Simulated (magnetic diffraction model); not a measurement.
# TbScPd: what an assumed order does to the neutron pattern

Space group Pnma (no. 62), a = 7.2880 Å, b = 4.5270 Å, c = 7.6050 Å.

```
site  atom       x    y       z
  4c    Tb  0.0135  3/4  0.6919
  4c    Pd  0.7173  1/4  0.5917
  4c    Sc  0.6750  3/4  0.4286
```

The compound is invented for this exercise: a known structure type with other elements, its cell scaled to their sizes and not relaxed.

Only Tb is taken to order (form factors of Tb3+); orders and moment sizes are assumed, and not adapted to the symmetry. Radiation: neutrons of λ = 2.36 Å, 8° to 70°; isotropic B of 0.15 Å² (Tb), 0.17 Å² (Pd) and 0.24 Å² (Sc). The intensities are simulated: I ∝ L Σ (|F_N|² + |F_M⊥|²) for unpolarised neutrons, with F_M = 2.695 fm/μB × Σ f(s) S exp(2πi Q·r) exp(−B s²) at Q = H ± k (one set where k and −k are equivalent), only the part normal to Q counting and L = 1/(sin²θ cos θ). For collinear order S is the moment m, which repeats by lattice and centring translations R with the sign exp(−2πi k·R). Form factors are spin-only for 3d ions and dipole or tabulated for f ions, scattering lengths are Sears's of 1992, and absorption is left out. A label names one of the reflections at its angle. The strongest nuclear line in the range is 100, and lines under 0.2 are left out.

Assume the order k = (0 0 0), collinear moments along [010], 1.65 μB on Tb; signs + at (0.0135, 3/4, 0.6919), + at (0.9865, 1/4, 0.3081), − at (0.5135, 3/4, 0.8081), − at (0.4865, 1/4, 0.1919).

Predict the pattern, nuclear and magnetic parts apart.

```
2θ (°)    index  nuclear  magnetic
 17.85  (0 0 1)      0.0       2.7
 18.64  (1 0 0)      0.0      19.4
 25.92  (1 0 1)     12.7       0.1
 35.32  (0 1 1)      1.7       0.0
 36.16  (0 0 2)      6.1       0.0
 37.79  (2 0 0)      7.7       0.0
 40.22  (1 1 1)     22.0       5.7
 40.98  (1 0 2)      6.3       4.1
 42.09  (2 0 1)      1.5       0.9
 47.82  (0 1 2)      0.0       1.4
 49.13  (2 1 0)     26.3       0.0
 51.75  (1 1 2)     66.7       0.0
 52.68  (2 1 1)    100.0       0.0
 53.30  (2 0 2)     43.5       0.1
 55.48  (0 0 3)      0.0       1.5
 58.12  (3 0 0)      0.0       1.6
 59.05  (1 0 3)     14.5       0.0
 61.32  (3 0 1)     63.1       0.2
 62.50  (2 1 2)      8.5       1.8
 62.84  (0 2 0)     74.5       0.0
 64.48  (0 1 3)     98.4       0.0
 66.17  (1 2 0)      0.0       0.2
 67.77  (1 1 3)      6.2       0.8
 69.09  (2 0 3)     12.4       1.7
 69.15  (1 2 1)      4.6       0.0
 69.87  (3 1 1)      1.1       2.9
```

The strongest magnetic line in the range is (1 0 0) at 18.64° (19.4). On top of the Lorentz factor, which all lines share, magnetic lines fade with angle because f falls: for Tb3+ it is 0.95, 0.82, 0.66 and 0.36 at sin θ/λ = 0.1, 0.2, 0.3 and 0.5 Å⁻¹, while nuclear lengths stay constant. The order has no net moment.

[Logs are printed without paths, hosts, clocks, repeated set-up lines and the standing remarks that a program may print on its own settings, such as how far it seeks lower states.]
